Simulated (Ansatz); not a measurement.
# Pb chain started as a dimerised line: period, moment and channels by functional, part 2 of 3

Aim: how far do the period, the moment and the conductance of the Pb chain started as a dimerised line depend on the functional, the datasets and spin-orbit coupling, and at what cost?

Ansatz 0.2.0; DFT PBE, plane waves, PAW; relaxation of a chain's period (the session's first sound run).

So far. Step 2 (Relaxing the period, level PBE, cutoff 420 eV): The cell's length comes to 5.830 Å with no moment. The two atoms stand evenly on a line, so the true period is half of it.

## Step 3: The perfect wire, level PBE, cutoff 420 eV

This step: DFT PBE, plane waves, PAW; channels and complex bands of a perfect chain (Ansatz 0.2.0).

At the relaxed period the Bloch states of the perfect chain are found at each energy: those that move forward count the open channels, and those that decay describe how a disturbance dies away inside the wire itself. An energy step of 0.035 eV is under the 0.039 eV that the program asks for its thermal average at 300 K.

input.yaml reads:

```yaml
crystal:
  lattice:
    - [7.5, 0.0, 0.0]
    - [0.0, 7.5, 0.0]
    - [0.0, 0.0, 5.8301250709]
  atoms:
    - { symbol: Pb, position: [0.5, 0.5, 0.97497376] }
    - { symbol: Pb, position: [0.5, 0.5, 0.47502624] }
kpoints:
  mp_grid: { grid: [1, 1, 14] }
  band_path: { path: ["Γ", Z], npoints: 60 }
scf:
  occupations: { method: fermi_dirac, width: 0.05 }
hamiltonian:
  xc: pbe
output:
  transmission:
    e_range: [-2, 2]
    de: 0.035
    kmesh: [1, 1]
    reduced_basis: true
    leads: [[0, 0]]
  dos: { projected: true, e_range: [-6, 4] }
  write_potential: true
  write_density: true
  volumetric_format: npy
  elf: true
```

Launch:

```
> ansatz run input.yaml --threads 4 --pin off --max-ram 8192MiB --backend cpu --events-out ev --progress --plain --runs-dir out
```

Numbers of over 12 decimals in the logs are rounded to 6 here.

Output:

```text
[...]
Crystal: 2 atoms, lattice volume = 327.945 Å³
Basis set: ecut = 420 eV, 6411 PW (Γ)
Bands: 18, of which v1, the nominal top of the filled ones, is band 14 counted from 1 (13 counted from 0)
Symmetry: 16 space group operations
[...]
k-points: 8 of 14
[...]
SCF iter   1: F=—  HF=-23810.173593 eV  |F-HF|=—  |Δ(HF+E_count)|=         —  Δρ=1.70e-3  dr2=1.55e-2  ethr=1.77e-3  ⟨swp⟩=6.5  Hψ=762  notcnv=0
[...]
SCF iter   6: F=-23810.172815 eV  HF=-23810.172815 eV  |F-HF|=9.79e-9  |Δ(HF+E_count)|=   3.81e-7  Δρ=2.17e-6  dr2=1.76e-8  ethr=3.57e-10  ⟨swp⟩=5.4  Hψ=596  notcnv=0
SCF 1 converged in 6 iterations: F = -23810.172815 eV  dr2 = 1.76e-8
[...]
NSCF: frozen V_eff on 61 k-points
transmission: 8 of 48 steps passed
transmission: 16 of 48 steps passed
[...]
transmission: 48 of 48 steps passed
WARN: The output density's exchange-correlation potential varies sharply where the density is thin. Do not read a vacuum level from v_tot or v_xc, or from such a field of the output density. On a cell that repeats whose density bears no net charge and no dipole along the vacuum's axis use v_es (v_loc + v_h of the components); under efield.dipole_correction with no amplitude use v_es + v_field, which holds any externa [...]
SCF converged after 6 iterations
Free energy (F): -23810.172815 eV
[...]
Internal energy: -23810.147150 eV  (E = F + TS)
E sigma→0 (E₀):  -23810.159982 eV
Entropy (-TS):   -0.025665 eV (-12.833 meV/atom)
Fermi energy:    -1.288143 eV
[...]
--- Band table (eV; the first three rows and the last of 8) ---
  k-point 0: bands = [... 10 lower, -10.8163, -6.9719, -3.6940, -1.9912, -1.9912, 1.3887, 1.5051, 1.5051]
  k-point 1: bands = [... 10 lower, -10.7945, -7.1345, -3.4685, -1.9638, -1.9638, 1.4070, 1.4070, 1.4105]
  k-point 2: bands = [... 10 lower, -10.7289, -7.5250, -2.8900, -1.8819, -1.8819, 1.1482, 1.1482, 1.4760]
  k-point 7: bands = [... 10 lower, -9.6986, -9.6970, -0.7263, -0.7263, -0.7253, -0.7253, 1.9154, 1.9169]
--- Transmission ---
  basis      : 497 plane waves across, 8 finite elements along
  points     : 1, standing for a mesh of 1 x 1
  filling    : by the input's occupations and mesh, since the crystals that have channels conduct as metals do. If one of these is a semiconductor, that mesh has misplaced its level
  energies   : 115 from -2.000000 to 1.990000 eV about the Fermi level, 0.035000 eV apart; the leads are filled to 0.000000 eV, and channels, transmission and decay are at -0.005000 eV
  crystal 0  : Pb2, at the sites [0, 0], period 5.8301 Å: whole cells are its period
    offset         : up to 0.0000 Å between an atom of the period and one for which it stands
    filled         : 21.3 meV over the level at which it is neutral
    channels       : 3.000000e0 a spin
    conductance    : 4.1323e14 S/m² at 300 K; may be off by some 0.0 % by where its bands' edges are placed, 0.0 % from the distance to neutral
```

It took 12 s on 4 threads of Arm Neoverse V2, shared host; peak memory 0.55 GiB.

The column dr2 measures how far the density is from self-consistency, as an energy; F and HF (Harris–Foulkes) agree once it is small.

This step gave:

| Quantity | Value |
| --- | --- |
| energy at zero smearing | -23810.1600 eV |
| channels at the energy nearest the Fermi level, one spin | 3 |
| conductance of the lead as this run defines it | 3.000 G₀ |
| band gap | 0 eV |

Open channels of the lead, one spin against energy, zero at the Fermi level:

```csv
energy (eV),"open channels of the lead, one spin"
-2.000,1
-1.895,1
-1.790,1
-1.685,1
-1.615,1
-1.510,1
-1.405,1
-1.300,1
-1.195,1
-1.090,1
-0.985,1
-0.915,1
-0.810,1
-0.705,1
-0.600,3
-0.495,3
-0.390,3
-0.285,3
-0.215,3
-0.110,3
-0.005,3
0.100,3
0.205,3
0.310,3
0.415,3
0.485,3
0.590,3
0.695,3
0.800,3
0.905,3
1.010,3
1.115,3
1.185,3
1.290,3
1.395,3
1.500,3
1.605,3
1.710,3
1.815,3
1.885,3
```

The slowest values at each energy, most degenerate partners merged, listed up to 1.5 1/Å. Im kz of the slowest decaying states against energy, zero at the Fermi level:

```csv
energy (eV),decay 1 (Å⁻¹),decay 2 (Å⁻¹),decay 3 (Å⁻¹),decay 4 (Å⁻¹)
-2.0000,0.514,1.13,1.29,1.37
-1.7550,0.466,1.10,1.27,1.35
-1.5100,0.410,1.07,1.24,1.33
-1.2650,0.344,1.04,1.21,1.31
-0.9850,0.245,0.998,1.18,1.29
-0.7400,0.0892,0.964,1.15,1.26
-0.4950,0.928,1.13,1.24,1.32
-0.2500,0.892,1.10,1.22,1.30
-0.0050,0.853,1.06,1.20,1.27
0.2400,0.813,1.03,1.18,1.24
0.4850,0.771,1.00,1.15,1.22
0.7650,0.720,0.961,1.13,1.18
1.0100,0.672,0.926,1.10,1.15
1.2550,0.621,0.890,1.08,1.12
1.5000,0.565,0.852,1.05,1.09
1.7450,0.503,0.812,1.02,1.06
```

The electronic bands at the labelled points (eV, zero at the Fermi level):

```csv
point,band 12,band 13,band 14,band 15,band 16,band 17,band 18
Γ,-5.68,-2.41,-0.70,-0.70,2.68,2.79,2.79
halfway,-6.95,-0.37,-0.37,-0.37,1.89,1.89,2.94
Z,-8.41,0.56,0.56,0.56,0.56,3.20,3.21
```

The electronic bands as a text plot (rows in eV, shown from -8.0 to 2.7 only):

```
    2.5 |********************                             ***
    2.0 |                    *********                ****
    1.6 |                             **********   ***
    1.1 |                                       *********
    0.7 |                                   ****         ********
    0.2 |                               ****       ************
   -0.2 |                          ****************
   -0.6 |****************************
   -1.1 |                   *****
   -1.5 |              *****
   -2.0 |        ******
   -2.4 |********
   -2.9 |
   -3.3 |
   -3.8 |
   -4.2 |
   -4.7 |
   -5.1 |
   -5.5 |******
   -6.0 |      *********
   -6.4 |               ********
   -6.9 |                       *******
   -7.3 |                              *********
   -7.8 |                                       ********
         Γ                                                      Z
```

Electrostatic potential energy in the ca plane at fractional y = 0.500, with atoms of Pb within 0.2 Å of it. With pseudopotentials it is smooth inside the atoms' cores, unlike the true potential.

Ten even steps from '0' (-42 eV) to '9' (3 eV), each cell a mean:
```
9999999999999999
9999999999999999
9999999999999999
9999999999999999
9999999999999999
9999999999999999
7899998778999987
2589874225898742
0058840000588400
2048720320487203
1048730210487302
0278861002788610
5789987557899875
8999999889999998
9999999999999999
9999999999999999
9999999999999999
9999999999999999
9999999999999999
9999999999999999
```
Columns run along c (5.8 Å; values clipped at the 3rd and 97th percentile), rows up along a (7.5 Å). Atoms in or near the plane, at fractional coordinates: Pb at (0.97, 0.50), Pb at (0.48, 0.50).

ELF in the ca plane at fractional y = 0.500, with atoms of Pb within 0.2 Å of it. It is the smooth field of the valence electrons, not physical close to the nuclei.

Ten even steps from '0' (0.00) to '9' (0.42), each cell a mean:
```
0000000000000000
0000000000000000
3222222332222223
5544455555444555
8866678888766788
9987789999877899
9998899999988999
9988899999888999
3887897338878973
0587783005877830
1687784016877840
7988899779888997
9998899999988999
9987899999878999
9876789998767899
7655566776555667
4433334444333344
1111111111111111
0000000000000000
0000000000000000
```
Columns run along c (5.8 Å), rows up along a (7.5 Å). Atoms in or near the plane, at fractional coordinates: Pb at (0.97, 0.50), Pb at (0.48, 0.50).

Valence density in the ca plane at fractional y = 0.500, with atoms of Pb within 0.2 Å of it. It is the smooth field of the valence electrons, not physical close to the nuclei.

Ten steps, logarithmic in the rise over the least value, from '0' (0.00 × 1e0 e/Å³) to '9' (8.79 × 1e0 e/Å³), each cell a mean:
```
0000000000000000
0000000000000000
0000000000000000
0000000000000000
0000000000000000
1100011111000111
3211122332111223
5432234654322346
8643357886433578
9753358997533589
9743358997433589
7532246775322467
4321123443211234
2111111221111112
0000000000000000
0000000000000000
0000000000000000
0000000000000000
0000000000000000
0000000000000000
```
Columns run along c (5.8 Å), rows up along a (7.5 Å). Atoms in or near the plane, at fractional coordinates: Pb at (0.97, 0.50), Pb at (0.48, 0.50).

By hand: the program gives 4.1323 × 10^14 S/m² over the cell's cross-section of 56.25 Å² = 5.625 × 10^-19 m², so one cell conducts 2.324 × 10^-4 S. Divided by G0 = 2e²/h = 7.748 × 10^-5 S this is 3.00 G0, a resistance of 4.30 kΩ.

At the computed energy nearest the Fermi level there are 3 channels a spin, and the thermal average gives 3.00 G₀.

## Step 4: Relaxing the period

This step: DFT LDA, plane waves, PAW; relaxation of a chain's period (Ansatz 0.2.0).

The relaxation is repeated under another functional. LDA has no gradient terms and tends to overbind, so it marks the short end of the likely bond lengths.

input.yaml reads:

```yaml
crystal:
  lattice:
    - [7.5, 0.0, 0.0]
    - [0.0, 7.5, 0.0]
    - [0.0, 0.0, 5.548]
  atoms:
    - { symbol: Pb, position: [0.5, 0.5, 0.0], spin: 0.5 }
    - { symbol: Pb, position: [0.5, 0.5, 0.45], spin: 0.5 }
magnetization:
  spin_polarized: true
kpoints:
  mp_grid: { grid: [1, 1, 15] }
scf:
  occupations: { method: fermi_dirac, width: 0.05 }
hamiltonian:
  xc: lda
relax:
  cell: { fix: [a, b, alpha, beta, gamma] }
  max_steps: 60
```

Output:

```text
[...]
Crystal: 2 atoms, lattice volume = 312.075 Å³
Basis set: ecut = 420 eV, 6139 PW (Γ)
Bands: 19, of which v1, the nominal top of the filled ones, is band 14 counted from 1 (13 counted from 0)
Symmetry: 16 space group operations
[...]
k-points: 8 of 15
[...]
Starting moments: Σ|m| = 1 μB on 2 of 2 sites
[...]
0.000000       0.275423       0.000000
        0.000000       0.000000      -0.010736
  P = ⅓ Tr σ = 0.1800 GPa (1.800 kbar)
--- Relaxed structure (4 steps of the walk, 4 accepted, 1 SCFs on fresh bases) ---
[...]
cell:  # Å, volume = 314.0860 Å³
    - [7.5, 0.0, 0.0]
    - [0.0, 7.5, 0.0]
    - [0.0, 0.0, 5.583751]
  atoms:
    - { symbol: Pb, position: [0.5, 0.5, -0.025027] }
    - { symbol: Pb, position: [0.5, 0.5, 0.475027] }
[key lines of the parts left out:]
SCF converged after 4 iterations
Magnetization: -0.0000 μB (14.0000 up, 14.0000 down)
Free energy (F): -23201.421125 eV
Fermi energy:    -1.474691 eV
```

Wall time 7.7 s (4 threads); peak memory 0.55 GiB.

The steps of the relaxation:

```csv
step,energy less that of the first step (eV),largest force component (eV/Å),pressure (GPa),volume (Å³)
1,0.0000,3.7684,1.12,312.07
2,-0.3839,1.4102,0.47,311.70
3,-0.4658,0.0140,0.37,310.91
4,-0.4709,0.0031,0.18,314.09
5*,-0.4709,0.0031,0.18,314.09
```

Relaxation steps marked * repeat the geometry before them on a plane-wave basis chosen anew for their cell, so energy and pressure can jump there.

The run keeps the 16 symmetry operations that it works with, so distortions that break them were not tested.

```csv
cell as run,before,after,change
c (Å),5.548,5.584,+0.6 %
```

The atoms that moved most (Å, along periodic axes as changes of fractional coordinates times the final cell, across vacuum about the mean position):

```csv
atom,dx,dy,dz,length
Pb1,0.000,0.000,-0.140,0.140
Pb2,0.000,0.000,0.140,0.140
```

The relaxed structure:

```xyz
2
Lattice="7.5000 0.0000 0.0000 0.0000 7.5000 0.0000 0.0000 0.0000 5.5838" Properties=species:S:1:pos:R:3
Pb    3.7500    3.7500   -0.1397
Pb    3.7500    3.7500    2.6524
```

The cell's length comes to 5.584 Å, -4.2 % against the first run, with no moment. The two atoms stand evenly on a line, so the true period is half of it.

## Step 5: Bands of the perfect wire, level LDA, cutoff 420 eV

This step: DFT LDA, plane waves, PAW; channels and complex bands of a perfect chain (Ansatz 0.2.0).

The channels are counted again under LDA, at the period that it gave.

input.yaml reads:

```yaml
crystal:
  lattice:
    - [7.5, 0.0, 0.0]
    - [0.0, 7.5, 0.0]
    - [0.0, 0.0, 5.5837510235]
  atoms:
    - { symbol: Pb, position: [0.5, 0.5, 0.974972591] }
    - { symbol: Pb, position: [0.5, 0.5, 0.475027409] }
kpoints:
  mp_grid: { grid: [1, 1, 15] }
  band_path: { path: ["Γ", Z], npoints: 60 }
scf:
  occupations: { method: fermi_dirac, width: 0.05 }
hamiltonian:
  xc: lda
output:
  transmission:
    e_range: [-2, 2]
    de: 0.035
    kmesh: [1, 1]
    reduced_basis: true
    leads: [[0, 0]]
  dos: { projected: true, e_range: [-6, 4] }
```

Output:

```text
[...]
Crystal: 2 atoms, lattice volume = 314.086 Å³
Basis set: ecut = 420 eV, 6195 PW (Γ)
Bands: 18, of which v1, the nominal top of the filled ones, is band 14 counted from 1 (13 counted from 0)
Symmetry: 16 space group operations
[...]
k-points: 8 of 15
[...]
k-point 7: bands = [... 10 lower, -10.3007, -9.9565, -1.0958, -1.0958, -0.7387, -0.7387, 1.9190, 2.4018]
--- Transmission ---
  basis      : 497 plane waves across, 7 finite elements along
  points     : 1, standing for a mesh of 1 x 1
[...]
crystal 0  : Pb2, at the sites [0, 0], period 5.5838 Å: whole cells are its period
[...]
filled         : 57.2 meV over the level at which it is neutral
    channels       : 3.000000e0 a spin
[...]
[key lines of the parts left out:]
SCF converged after 6 iterations
Free energy (F): -23201.421125 eV
Fermi energy:    -1.474882 eV
```

Wall time 15 s (4 threads); peak memory 0.56 GiB.

At the computed energy nearest the Fermi level there are 3 channels a spin, and the thermal average gives 3.00 G₀.

## Step 6: Relaxation of atoms and period, cutoff 500 eV

This step: DFT r2SCAN, plane waves, PAW; relaxation of a chain's period (Ansatz 0.2.0).

The relaxation is repeated under another functional. r2SCAN also reads the kinetic-energy density; it often gives larger moments and wider gaps than PBE, at a higher cost. Against the first PBE run of this kind, the cutoff is 500 eV against 420.

input.yaml reads:

```yaml
crystal:
  lattice:
    - [7.5, 0.0, 0.0]
    - [0.0, 7.5, 0.0]
    - [0.0, 0.0, 5.548]
  atoms:
    - { symbol: Pb, position: [0.5, 0.5, 0.0], spin: 0.5 }
    - { symbol: Pb, position: [0.5, 0.5, 0.45], spin: 0.5 }
magnetization:
  spin_polarized: true
kpoints:
  mp_grid: { grid: [1, 1, 15] }
scf:
  occupations: { method: fermi_dirac, width: 0.05 }
hamiltonian:
  xc: r2scan
relax:
  cell: { fix: [a, b, alpha, beta, gamma] }
  max_steps: 60
```

Output:

```text
[...]
Crystal: 2 atoms, lattice volume = 312.075 Å³
Basis set: ecut = 500 eV, 7925 PW (Γ), exchange–correlation on 240×240×180 points (64 copies of the dense FFT grid, shifted against one another)
Bands: 19, of which v1, the nominal top of the filled ones, is band 14 counted from 1 (13 counted from 0)
Symmetry: 16 space group operations
[...]
0.000000       0.261598       0.000000
        0.000000       0.000000      -0.027829
  P = ⅓ Tr σ = 0.1651 GPa (1.651 kbar)
--- Relaxed structure (4 steps of the walk, 4 accepted, 1 SCFs on fresh bases) ---
[...]
cell:  # Å, volume = 319.1395 Å³
    - [7.5, 0.0, 0.0]
    - [0.0, 7.5, 0.0]
    - [0.0, 0.0, 5.673590]
  atoms:
    - { symbol: Pb, position: [0.5, 0.5, -0.024999] }
    - { symbol: Pb, position: [0.5, 0.5, 0.474999] }
[key lines of the parts left out:]
SCF converged after 5 iterations
Magnetization: 0.0000 μB (14.0000 up, 14.0000 down)
Free energy (F): -23838.876796 eV
Fermi energy:    -1.365922 eV
```

Run time: 38 s. Hardware: 4 threads; peak memory 1.3 GiB; 2.4 min of CPU time.

The steps of the relaxation:

```csv
step,energy less that of the first step (eV),largest force component (eV/Å),pressure (GPa),volume (Å³)
1,0.0000,3.9996,1.45,312.07
2,-0.4276,1.3478,0.62,313.44
3,-0.5193,0.0216,0.15,319.70
4,-0.5195,0.0002,0.16,319.14
5*,-0.5195,0.0001,0.17,319.14
```

Relaxation steps marked * repeat the geometry before them on a plane-wave basis chosen anew for their cell, so energy and pressure can jump there.

Forces are held to the 16 operations that the run works with; a distortion that breaks them can't arise in this run.

```csv
cell as run,before,after,change
c (Å),5.548,5.674,+2.3 %
```

The atoms that moved most (Å, along periodic axes as changes of fractional coordinates times the final cell, across vacuum about the mean position):

```csv
atom,dx,dy,dz,length
Pb1,0.000,0.000,-0.142,0.142
Pb2,0.000,0.000,0.142,0.142
```

The relaxed structure:

```cif
data_structure
_symmetry_space_group_name_H-M 'P 1'
_symmetry_Int_Tables_number 1
_cell_length_a 7.5000
_cell_length_b 7.5000
_cell_length_c 5.6736
_cell_angle_alpha 90.000
_cell_angle_beta 90.000
_cell_angle_gamma 90.000
_cell_volume 319.14
loop_
_atom_site_label
_atom_site_type_symbol
_atom_site_fract_x
_atom_site_fract_y
_atom_site_fract_z
_atom_site_occupancy
Pb1 Pb 0.50000 0.50000 0.97500 1
Pb2 Pb 0.50000 0.50000 0.47500 1
```

The cell's length comes to 5.674 Å, -2.7 % against the first run, with no moment. The two atoms stand evenly on a line, so the true period is half of it.

## Step 7: The wire at its relaxed period, level r2SCAN, cutoff 500 eV

This step: DFT r2SCAN, plane waves, PAW; channels and complex bands of a perfect chain (Ansatz 0.2.0).

The channels are counted again under r2SCAN, at the period that it gave. Its window is narrower, to save time.

input.yaml reads:

```yaml
crystal:
  lattice:
    - [7.5, 0.0, 0.0]
    - [0.0, 7.5, 0.0]
    - [0.0, 0.0, 5.6735902371]
  atoms:
    - { symbol: Pb, position: [0.5, 0.5, 0.975001354] }
    - { symbol: Pb, position: [0.5, 0.5, 0.474998646] }
kpoints:
  mp_grid: { grid: [1, 1, 15] }
  band_path: { path: ["Γ", Z], npoints: 60 }
scf:
  occupations: { method: fermi_dirac, width: 0.05 }
hamiltonian:
  xc: r2scan
output:
  transmission:
    e_range: [-0.7, 0.7]
    de: 0.035
    kmesh: [1, 1]
    reduced_basis: true
    leads: [[0, 0]]
  dos: { projected: true, e_range: [-6, 4] }
```

Output:

```text
Warning: the atoms were moved onto the symmetric positions of the space group found under crystal.symmetry.tolerance 1.0e-5 (fractional; no operation is sought that the atoms, as they stand in a round, miss by more than twice it, and no atom is moved by as much as it), and the run uses the moved positions. Before a round's move an operation carried an atom to 1.54e-5 Å from where it should land, the largest such dist [...]
[...]
k-point 7: bands = [... 10 lower, -10.4125, -10.0581, -0.9675, -0.9675, -0.5987, -0.5987, 2.0502, 2.9279]
--- Transmission ---
  basis      : 593 plane waves across, 8 finite elements along
  points     : 1, standing for a mesh of 1 x 1
[...]
crystal 0  : Pb2, at the sites [0, 0], period 5.6736 Å: whole cells are its period
[...]
filled         : 58.3 meV over the level at which it is neutral
    channels       : 3.000000e0 a spin
[...]
[key lines of the parts left out:]
SCF converged after 6 iterations
Free energy (F): -23838.876796 eV
Fermi energy:    -1.365719 eV
```

Wall time 15 s (4 threads); peak memory 1 GiB; 55 s of CPU time.

The open channels of the lead, one spin stays at 3 for energy from -0.7 to 0.7 eV.

At the computed energy nearest the Fermi level there are 3 channels a spin, and the thermal average gives 3.00 G₀.

[end of part 2 of 3]

[Logs are printed without paths, hosts, clocks, repeated set-up lines and the standing remarks that a program may print on its own settings, such as how far it seeks lower states.]

[Hosts, paths, dates, database ids (printed as entryN), source tags and the programs' standing remarks are cut or masked in the printed files.]
